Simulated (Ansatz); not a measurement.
# O on Ti(0001): change of the work function, part 3 of 4

How does O on the fcc site change the work function of Ti(0001) as the layer fills?

Ansatz 0.2.0; plane-wave DFT, PBE, Ansatz PAW.

So far, work function, upper face (eV): step 2 (the clean slab) 4.37; step 3 (37 atoms, coverage 0.111 ML, cell 3x3) 4.27.

### Step 4. The covered slab, k-mesh 6×6×1, coverage 0.25 ML

System of this step: O/Ti(0001). The cell holds 17 atoms: 16 Ti and 1 O. Its edges and angles: a = 5.900 Å, b = 5.900 Å, c = 26.508 Å, α = 90.0°, β = 90.0°, γ = 60.0°. Vacuum lies along c.

Another coverage, to see how the dipoles act on each other as their distance changes.

input.yaml reads:

```yaml
crystal:
  lattice:
    - [5.9, 0.0, 0.0]
    - [2.95, 5.1095498824, 0.0]
    - [0.0, 0.0, 26.5080426807]
  atoms:
    - { symbol: Ti, position: [0.3333333333, 0.3333333333, 0.3395195982] }
    - { symbol: Ti, position: [0.0, 0.0, 0.4278814598] }
    - { symbol: Ti, position: [0.3333333333, 0.3333333333, 0.5188087298] }
    - { symbol: Ti, position: [0.0, 0.0, 0.600620688] }
    - { symbol: Ti, position: [0.3333333333, 0.8333333333, 0.3395195982] }
    - { symbol: Ti, position: [0.0, 0.5, 0.4278814598] }
    - { symbol: Ti, position: [0.3333333333, 0.8333333333, 0.5188087298] }
    - { symbol: Ti, position: [0.0, 0.5, 0.600620688] }
    - { symbol: Ti, position: [0.8333333333, 0.3333333333, 0.3395195982] }
    - { symbol: Ti, position: [0.5, 0.0, 0.4278814598] }
    - { symbol: Ti, position: [0.8333333333, 0.3333333333, 0.5188087298] }
    - { symbol: Ti, position: [0.5, 0.0, 0.600620688] }
    - { symbol: Ti, position: [0.8333333333, 0.8333333333, 0.3395195982] }
    - { symbol: Ti, position: [0.5, 0.5, 0.4278814598] }
    - { symbol: Ti, position: [0.8333333333, 0.8333333333, 0.5188087298] }
    - { symbol: Ti, position: [0.5, 0.5, 0.600620688] }
    - { symbol: O, position: [0.1666666667, 0.1666666667, 0.6604804018] }
kpoints:
  mp_grid: { grid: [6, 6, 1] }
hamiltonian:
  xc: pbe
scf:
  occupations: { method: fermi_dirac, width: 0.1 }
  convergence: { dr2_threshold: 1.0e-08 }
efield:
  axis: 3
  dipole_correction: true
  ramp_position: 0.97
  ramp_width: 0.06
relax:
  f_tol: 0.02
  max_steps: 60
  constraints: [{ sites: [0, 1, 4, 5, 8, 9, 12, 13] }]
output:
  dos: { projected: true, e_range: [-8, 4] }
  write_potential: true
  write_density: true
  volumetric_format: npy
  elf: true
```

Command:

```console
> ansatz run input.yaml --threads 4 --pin off --max-ram 16384MiB --backend cpu --events-out ev --progress --plain --runs-dir out
```

Numbers of over 12 decimals in the logs are rounded to 6 here.

Output:

```text
[...]
Crystal: 17 atoms, lattice volume = 799.121 Å³
Basis set: ecut = 420 eV, 15545 PW (Γ), exchange–correlation on 80×80×360 points (8 copies of the dense FFT grid, shifted against one another)
Bands: 119, of which v1, the nominal top of the filled ones, is band 99 counted from 1 (98 counted from 0)
Symmetry: 6 space group operations
[...]
k-points: 7 of 36 (time reversal used)
[...]
SCF iter   1: F=—  HF=-40556.440905 eV  |F-HF|=—  |Δ(HF+E_count)|=         —  Δρ=8.02e-3  dr2=7.69e0  ethr=1.77e-3  p=-0.117 e·Å  D=-2.64e-2 V/Å  ΔV_dip=0.70 eV  dr2_dipole=3.03e0  V_vac-E_F(+/−)=4.82/4.12 eV  ⟨swp⟩=10.4  Hψ=3872  notcnv=0
[...]
SCF iter  10: F=-40556.381894 eV  HF=-40556.381894 eV  |F-HF|=1.44e-8  |Δ(HF+E_count)|=   2.97e-8  Δρ=5.85e-7  dr2=2.49e-9  ethr=5.05e-12  p=-0.136 e·Å  D=-3.07e-2 V/Å  ΔV_dip=0.81 eV  dr2_dipole=3.95e-11  V_vac-E_F(+/−)=5.23/4.41 eV  ⟨swp⟩=11.9  Hψ=6524  notcnv=0
SCF 1 converged in 10 iterations: F = -40556.381894 eV  dr2 = 2.49e-9
[...]
relax step   1: F+E_penalty+E_count = -40556.38189358 eV  Δ(F+E_penalty+E_count) = +0.000e0 eV  max|allowed force component| = 4.758e0 eV/Å  Δτ_max = 0.0000 Å  (10 SCF iters, accepted)
[...]
SCF iter  10: F=-40557.593470 eV  HF=-40557.593470 eV  |F-HF|=1.48e-8  |Δ(HF+E_count)|=   3.96e-8  Δρ=5.93e-7  dr2=4.09e-9  ethr=5.05e-12  p=-0.046 e·Å  D=-1.03e-2 V/Å  ΔV_dip=0.27 eV  dr2_dipole=2.27e-10  V_vac-E_F(+/−)=4.68/4.41 eV  ⟨swp⟩=11.6  Hψ=6297  notcnv=0
SCF 2 converged in 10 iterations: F = -40557.593470 eV  dr2 = 4.09e-9
[...]
relax step   2: F+E_penalty+E_count = -40557.59347035 eV  Δ(F+E_penalty+E_count) = -1.212e0 eV  max|allowed force component| = 3.583e0 eV/Å  Δτ_max = 0.1948 Å  (10 SCF iters, accepted)
[...]
SCF iter  10: F=-40558.249532 eV  HF=-40558.249532 eV  |F-HF|=1.52e-8  |Δ(HF+E_count)|=   7.76e-8  Δρ=7.19e-7  dr2=6.17e-9  ethr=5.05e-12  p=0.024 e·Å  D=5.33e-3 V/Å  ΔV_dip=-0.14 eV  dr2_dipole=1.17e-10  V_vac-E_F(+/−)=4.27/4.41 eV  ⟨swp⟩=11.4  Hψ=5973  notcnv=0
SCF 3 converged in 10 iterations: F = -40558.249532 eV  dr2 = 6.17e-9
relax step   3: F+E_penalty+E_count = -40558.24953246 eV  Δ(F+E_penalty+E_count) = -6.561e-1 eV  max|allowed force component| = 1.023e0 eV/Å  Δτ_max = 0.1949 Å  (10 SCF iters, accepted)
[...]
relax step   4: F+E_penalty+E_count = -40558.31073125 eV  Δ(F+E_penalty+E_count) = -6.120e-2 eV  max|allowed force component| = 5.620e-1 eV/Å  Δτ_max = 0.1920 Å  (10 SCF iters, accepted)
[...]
relax step   5: F+E_penalty+E_count = -40558.34234243 eV  Δ(F+E_penalty+E_count) = -3.161e-2 eV  max|allowed force component| = 8.313e-2 eV/Å  Δτ_max = 0.0498 Å  (9 SCF iters, accepted)
SCF iter   1: F=—  HF=-40558.342750 eV  |F-HF|=—  |Δ(HF+E_count)|=         —  Δρ=2.78e-4  dr2=1.46e-3  ethr=1.69e-5  p=0.035 e·Å  D=8.02e-3 V/Å  ΔV_dip=-0.21 eV  dr2_dipole=6.74e-6  V_vac-E_F(+/−)=4.20/4.41 eV  ⟨swp⟩=2.0  Hψ=1243  notcnv=0
[...]
SCF iter   7: F=-40558.342962 eV  HF=-40558.342962 eV  |F-HF|=1.50e-8  |Δ(HF+E_count)|=   6.16e-8  Δρ=6.48e-7  dr2=6.86e-9  ethr=5.05e-12  p=0.034 e·Å  D=7.70e-3 V/Å  ΔV_dip=-0.20 eV  dr2_dipole=1.43e-12  V_vac-E_F(+/−)=4.21/4.41 eV  ⟨swp⟩=10.6  Hψ=5640  notcnv=0
SCF 6 converged in 7 iterations: F = -40558.342962 eV  dr2 = 6.86e-9
relax step   6: F+E_penalty+E_count = -40558.34296175 eV  Δ(F+E_penalty+E_count) = -6.193e-4 eV  max|allowed force component| = 5.109e-3 eV/Å  Δτ_max = 0.0048 Å  (7 SCF iters, accepted)
[...]
SCF converged after 7 iterations
Free energy (F): -40558.342962 eV
[...]
Internal energy: -40557.381179 eV  (E = F + TS)
E sigma→0 (E₀):  -40557.862071 eV
Entropy (-TS):   -0.961782 eV (-56.575 meV/atom)
Fermi energy:    2.062956 eV
Dipole field:    D = 0.007696 V/Å  (p = 0.033989 e·Å, saw-weighted, corrected)
Work function:   Φ+ = 4.2105 eV   Φ− = 4.4145 eV
[...]
--- Forces (eV/Å), atoms counted from 1 ---
  atom   1  Ti     0.02440066     0.01408773     0.58821860
  atom   2  Ti    -0.03667747    -0.02117575    -0.55385198
  atom   3  Ti     0.00126329     0.00072936     0.00094170
  atom   4  Ti     0.00099358     0.00057364     0.00148348
  atom   5  Ti    -0.00000000    -0.02817546     0.58821860
  atom   6  Ti     0.00000000     0.04235149    -0.55385198
  atom   7  Ti     0.00000000    -0.00145872     0.00094170
  atom   8  Ti     0.00000000    -0.00114729     0.00148348
  atom   9  Ti    -0.02440066     0.01408773     0.58821860
  atom  10  Ti     0.03667747    -0.02117575    -0.55385198
  atom  11  Ti    -0.00126329     0.00072936     0.00094170
  atom  12  Ti    -0.00099358     0.00057364     0.00148348
  atom  13  Ti    -0.00000000     0.00000000     0.58666293
  atom  14  Ti    -0.00000000    -0.00000000    -0.69174507
  atom  15  Ti     0.00000000     0.00000000    -0.00510948
  atom  16  Ti    -0.00000000    -0.00000000     0.00212016
  atom  17  O     -0.00000000     0.00000000    -0.00232167
  max |Σ_I F_I| component: 1.77e-5 eV/Å
--- Band table (eV; the first three rows and the last of 7) ---
  k-point 0: bands = [... 95 lower, 2.2116, 2.2341, 2.3343, 2.5127, 2.5703, 2.5703, 2.6021, 2.7289, ... 16 higher]
  k-point 1: bands = [... 95 lower, 2.1768, 2.2102, 2.2326, 2.3424, 2.4109, 2.4393, 2.4809, 2.6247, ... 16 higher]
  k-point 2: bands = [... 95 lower, 1.9859, 1.9883, 2.0544, 2.1059, 2.1163, 2.1915, 2.2473, 2.2929, ... 16 higher]
  k-point 6: bands = [... 95 lower, 1.5930, 1.7015, 1.7038, 1.7648, 1.7904, 1.7981, 1.9912, 2.0170, ... 16 higher]
--- Relaxed structure (6 steps of the walk, 6 accepted, 0 SCFs on fresh bases) ---
  F+E_penalty+E_count = -40558.34296175 eV   max|allowed force component| = 5.109e-3 eV/Å
  atoms:
    - { symbol: Ti, position: [0.333333, 0.333333, 0.3395195982] }
[...]
- { symbol: Ti, position: [0.329693, 0.329693, 0.517675] }
    - { symbol: Ti, position: [0.00239959, 0.00239959, 0.604338] }
    - { symbol: Ti, position: [0.333333, 0.833333, 0.3395195982] }
    - { symbol: Ti, position: [8.326672684688674e-17, 0.500000, 0.4278814598] }
    - { symbol: Ti, position: [0.329693, 0.840614, 0.517675] }
    - { symbol: Ti, position: [0.00239959, 0.495201, 0.604338] }
    - { symbol: Ti, position: [0.833333, 0.333333, 0.3395195982] }
    - { symbol: Ti, position: [0.5, 2.6667121670171398e-17, 0.4278814598] }
    - { symbol: Ti, position: [0.840614, 0.329693, 0.517675] }
    - { symbol: Ti, position: [0.495201, 0.00239959, 0.604338] }
    - { symbol: Ti, position: [0.833333, 0.833333, 0.3395195982] }
    - { symbol: Ti, position: [0.500000, 0.500000, 0.4278814598] }
    - { symbol: Ti, position: [0.833333, 0.833333, 0.519117] }
    - { symbol: Ti, position: [0.500000, 0.500000, 0.595515] }
    - { symbol: O, position: [0.166667, 0.166667, 0.640487] }
```

Wall time 1.7 min (4 threads of Arm Neoverse V2, shared host); peak memory 2.3 GiB; 6.7 min of CPU time.

The steps of the relaxation:

| step | energy less that of the first step (eV) | largest force component (eV/Å) |
| --- | --- | --- |
| 1 | 0.0000 | 4.7584 |
| 2 | -1.2116 | 3.5830 |
| 3 | -1.8676 | 1.0232 |
| 4 | -1.9288 | 0.5620 |
| 5 | -1.9604 | 0.0831 |
| 6 | -1.9611 | 0.0051 |

Forces are held to the 6 operations that the run works with; a distortion that breaks them can't arise in this run.

The atoms that moved most (Å):

| atom | dx | dy | dz | length |
| --- | --- | --- | --- | --- |
| O17 | 0.000 | 0.000 | -0.530 | 0.530 |
| Ti16 | 0.000 | 0.000 | -0.135 | 0.135 |
| Ti4 | 0.021 | 0.012 | 0.099 | 0.102 |
| Ti8 | 0.000 | -0.025 | 0.099 | 0.102 |
| Ti12 | -0.021 | 0.012 | 0.099 | 0.102 |
| Ti3 | -0.032 | -0.019 | -0.030 | 0.048 |
| Ti11 | 0.032 | -0.019 | -0.030 | 0.048 |
| Ti7 | 0.000 | 0.037 | -0.030 | 0.048 |

The relaxed structure:

```
Ti O
1.0
     5.90000    0.00000    0.00000
     2.95000    5.10955    0.00000
     0.00000    0.00000   26.50804
Ti O
16 1
Cartesian
  2.9500 1.7032 9.0000
  0.0000 0.0000 11.3423
  2.9178 1.6846 13.7226
  0.0212 0.0123 16.0198
  4.4250 4.2580 9.0000
  1.4750 2.5548 11.3423
  4.4250 4.2952 13.7226
  1.4750 2.5303 16.0198
  5.9000 1.7032 9.0000
  2.9500 0.0000 11.3423
  5.9322 1.6846 13.7226
  2.9288 0.0123 16.0198
  7.3750 4.2580 9.0000
  4.4250 2.5548 11.3423
  7.3750 4.2580 13.7608
  4.4250 2.5548 15.7859
  1.4750 0.8516 16.9781
```

Numbers from this step:

```yaml
energy_at_zero_smearing: -40557.8621 eV
work_function_upper_face: 4.210 eV
work_function_lower_face: 4.414 eV
dipole_along_the_normal: 0.03399 e·Å
step_between_the_vacuum_levels: -0.2040 eV
```

The density of states has structure finer than the step of the table below, so its rows give means over 0.2 eV, whole bins alone (the curve runs from -8 to 0.84 eV). Peaks (eV: height): -5.59: 71.9, -0.75: 74.5, -0.63: 53.7, -0.30: 36.1, -0.06: 53.0, 0.45: 44.7, 0.66: 40.8.

The density of states by energy, zero at the Fermi level; means over each step:

| energy (eV) | density of states (states/eV a cell) |
| --- | --- |
| -6.0 | 0 |
| -5.8 | 0.0957 |
| -5.6 | 13.3 |
| -5.4 | 7.45 |
| -5.2 | 5.33 |
| -5.0 | 4.42 |
| -4.8 | 1.39 |
| -4.6 | 1.50 |
| -4.4 | 3.26 |
| -4.2 | 2.37 |
| -4.0 | 2.69 |
| -3.8 | 2.75 |
| -3.6 | 3.48 |
| -3.4 | 3.91 |
| -3.2 | 4.00 |
| -3.0 | 3.11 |
| -2.8 | 12.5 |
| -2.6 | 6.97 |
| -2.4 | 10.7 |
| -2.2 | 16.3 |
| -2.0 | 13.7 |
| -1.8 | 22.3 |
| -1.6 | 22.6 |
| -1.4 | 17.3 |
| -1.2 | 17.9 |
| -1.0 | 18.6 |
| -0.8 | 32.3 |
| -0.6 | 31.7 |
| -0.4 | 16.6 |
| -0.2 | 25.1 |
| 0.0 | 34.7 |
| 0.2 | 32.4 |
| 0.4 | 34.7 |
| 0.6 | 31.2 |

Projected DOS per atom over height of the atomic layer and energy from the Fermi level. Layers: Ti4 Ti4 Ti4 Ti4 O from below.

Values in states/eV, 22 rows by 5 columns, each cell a mean:
```
2.6 1.8 1.6 1.6 0.1
2.7 1.5 1.3 2.0 0.1
2.1 1.0 1.0 1.4 0.1
1.6 1.8 1.6 1.8 0.1
1.5 1.2 1.2 1.2 0.1
1.0 1.2 1.2 1.1 0.1
1.1 1.3 1.5 1.1 0.2
0.8 1.2 1.1 0.6 0.1
0.4 0.5 0.5 0.3 0.1
0.3 0.3 0.3 0.2 0.1
0.3 0.2 0.2 0.2 0.1
0.2 0.2 0.3 0.1 0.1
0.2 0.2 0.2 0.1 0.1
0.1 0.1 0.1 0.0 0.2
0.1 0.1 0.1 0.2 3.3
0.0 0.1 0.1 0.6 7.1
0.0 0.0 0.1 0.1 0.5
0.0 0.0 0.0 0.0 0.0
0.0 0.0 0.0 0.0 0.0
0.0 0.0 0.0 0.0 0.0
0.0 0.0 0.0 0.0 0.0
0.0 0.0 0.0 0.0 0.0
```
Columns: height of the atomic layer (Å) from 9 to 17.0 (not evenly spaced); rows upwards: energy from the Fermi level (eV) from -7.96 to 0.745.

ELF in the ca plane at fractional y = 0.000, with atoms of Ti within 0.2 Å of it. It is the smooth field of the valence electrons, not physical close to the nuclei.

Values, 9 rows by 16 columns, each cell a mean:
```
0.39 0.42 0.38 0.43 0.37 0.47 0.35 0.46 0.34 0.05 0.02 0.00 0.00 0.00 0.00 0.00
0.18 0.22 0.26 0.22 0.26 0.18 0.24 0.23 0.27 0.28 0.07 0.01 0.00 0.00 0.00 0.00
0.21 0.21 0.29 0.23 0.26 0.19 0.25 0.25 0.33 0.33 0.08 0.01 0.00 0.00 0.00 0.00
0.30 0.37 0.34 0.40 0.33 0.36 0.31 0.44 0.29 0.07 0.02 0.00 0.00 0.00 0.00 0.00
0.57 0.51 0.40 0.40 0.41 0.66 0.44 0.37 0.39 0.03 0.01 0.00 0.00 0.00 0.00 0.00
0.20 0.29 0.27 0.31 0.26 0.22 0.30 0.35 0.27 0.25 0.03 0.00 0.00 0.00 0.00 0.00
0.24 0.20 0.35 0.28 0.25 0.27 0.26 0.20 0.55 0.49 0.06 0.00 0.00 0.00 0.00 0.00
0.17 0.25 0.24 0.25 0.25 0.19 0.28 0.27 0.31 0.33 0.04 0.00 0.00 0.00 0.00 0.00
0.52 0.49 0.40 0.41 0.39 0.60 0.42 0.40 0.37 0.05 0.01 0.00 0.00 0.00 0.00 0.00
```
Columns run along c (16.0 Å, from fractional 0.32 to 0.92 of the cell), rows up along a (5.9 Å). Atoms in or near the plane, at fractional coordinates: Ti at (0.43, 0.00), Ti at (0.60, 0.00), Ti at (0.43, 0.50), Ti at (0.60, 0.50).

Electrostatic potential energy in the ca plane at fractional y = 0.000, with atoms of Ti within 0.2 Å of it. With pseudopotentials it is smooth inside the atoms' cores, unlike the true potential.

Ten even steps from '0' (-35 eV) to '9' (6 eV), each cell a mean:
```
99999730003799999872000378999999999999999999
88888862126888888885223689999999999999999999
76678887678987667888767899999999999999999999
64468998889987546899888999999999999999999999
75578988788987556898888899999999999999999999
87788875457888778887545789999999999999999999
88899841014899889874101589999999999999999999
99999720002799999962000378999999999999999999
99999730003799999972000379999999999999999999
88888862126888888885212689999999999999999999
76678887678887657888667899999999999999999999
64468998889986446898888899999999999999999999
75578988788986546888878899999999999999999999
87788875457888778887435789999999999999999999
88899841014888889873001489999999999999999999
99999720002799999962000378999999999999999999
```
Columns run along c (16.0 Å, from fractional 0.32 to 0.92 of the cell; values clipped at the 3rd and 97th percentile), rows up along a (5.9 Å). Atoms in or near the plane, at fractional coordinates: Ti at (0.43, 0.00), Ti at (0.60, 0.00), Ti at (0.43, 0.50), Ti at (0.60, 0.50).

Valence density in the ca plane at fractional y = 0.000, with atoms of Ti within 0.2 Å of it. It is the smooth field of the valence electrons, not physical close to the nuclei.

Ten steps, logarithmic in the rise over the least value, from '0' (0.00 × 1e0 e/Å³) to '9' (9.91 × 1e0 e/Å³), each cell a mean:
```
12222268985222222236898510000000000000000000
22222236763222222224675310000000000000000000
23322223332222332222332110000000000000000000
34432222222222443222222110000000000000000000
23332222222222333222222110000000000000000000
22222234542222232223454210000000000000000000
12222257874222222225787410000000000000000000
12222369996222222237999620000000000000000000
12222268985222222236998520000000000000000000
22222236763222222224676321000000000000000000
23322223332222333222333332100000000000000000
34432222222223443222223432100000000000000000
23332222222223443222223332100000000000000000
22222234542222332223554321000000000000000000
12222257874222222235887421000000000000000000
12222369996222222237999620000000000000000000
```
Columns run along c (16.0 Å, from fractional 0.32 to 0.92 of the cell), rows up along a (5.9 Å). Atoms in or near the plane, at fractional coordinates: Ti at (0.43, 0.00), Ti at (0.60, 0.00), Ti at (0.43, 0.50), Ti at (0.60, 0.50).

The relaxation took 6 steps and lowered the energy by 2.0 eV; the largest force on the free atoms ends at 0.0051 eV/Å.

By hand: a sheet of dipoles makes a step −p/(ε₀A) in the electron's potential. With e/ε₀ = 180.95 V·Å, p = 0.03399 e·Å and A = 30.15 Å², that is −180.95 × (0.03399) / 30.15 = -0.204 eV, and the two vacuum levels of the run differ by -0.204 eV.

The covered face has 4.21 eV, -0.16 eV against the clean one; the bare back face has moved by -0.01 eV, a measure of how thin the slab is.

### Step 5. The covered slab, k-mesh 6×6×1, coverage 0.5 ML

System of this step: O/Ti(0001). The cell holds 18 atoms: 16 Ti and 2 O. Its edges and angles: a = 5.900 Å, b = 5.900 Å, c = 26.508 Å, α = 90.0°, β = 90.0°, γ = 60.0°. Vacuum lies along c.

Another coverage, to see how the dipoles act on each other as their distance changes.

input.yaml, as its differences from that of step 4:

```diff
@@ -23,2 +23,3 @@
     - { symbol: O, position: [0.1666666667, 0.1666666667, 0.6604804018] }
+    - { symbol: O, position: [0.6666666667, 0.1666666667, 0.6604804018] }
 kpoints:
```

Output:

```text
[...]
Crystal: 18 atoms, lattice volume = 799.121 Å³
Basis set: ecut = 420 eV, 15545 PW (Γ), exchange–correlation on 80×80×360 points (8 copies of the dense FFT grid, shifted against one another)
Bands: 123, of which v1, the nominal top of the filled ones, is band 102 counted from 1 (101 counted from 0)
Symmetry: 4 space group operations
[...]
- { symbol: Ti, position: [0.833333, 0.833333, 0.3395195982] }
    - { symbol: Ti, position: [0.500000, 0.500000, 0.4278814598] }
    - { symbol: Ti, position: [0.830896, 0.838208, 0.518424] }
    - { symbol: Ti, position: [0.500931, 0.498137, 0.598963] }
    - { symbol: O, position: [0.154021, 0.191958, 0.640687] }
    - { symbol: O, position: [0.654021, 0.191958, 0.640687] }
[key lines of the parts left out:]
SCF converged after 7 iterations
Free energy (F): -41128.859421 eV
Fermi energy:    2.065302 eV
Dipole field:    D = -0.001644 V/Å  (p = -0.007262 e·Å, saw-weighted, corrected)
Work function:   Φ+ = 4.4611 eV   Φ− = 4.4175 eV
```

The job ended after 4.1 min (4 threads; peak memory 2.8 GiB).

(Part 3 of 4 ends here.)

[Logs are printed without paths, hosts, clocks, repeated set-up lines and the standing remarks that a program may print on its own settings, such as how far it seeks lower states.]

[Hosts, paths, dates, database ids (printed as entryN), source tags and the programs' standing remarks are cut or masked in the printed files.]

[Maps of the electrostatic potential energy from Ansatz leave out the sawtooth potential of an applied field or a dipole correction, so their vacuum need not be flat; planar profiles and work functions include it.]

[The density of states shown here was stored with 400 of the rows of the run's finer table, so its peaks can read low, often by over a quarter, or be missed, and its means over a window can be off by a tenth or more.]
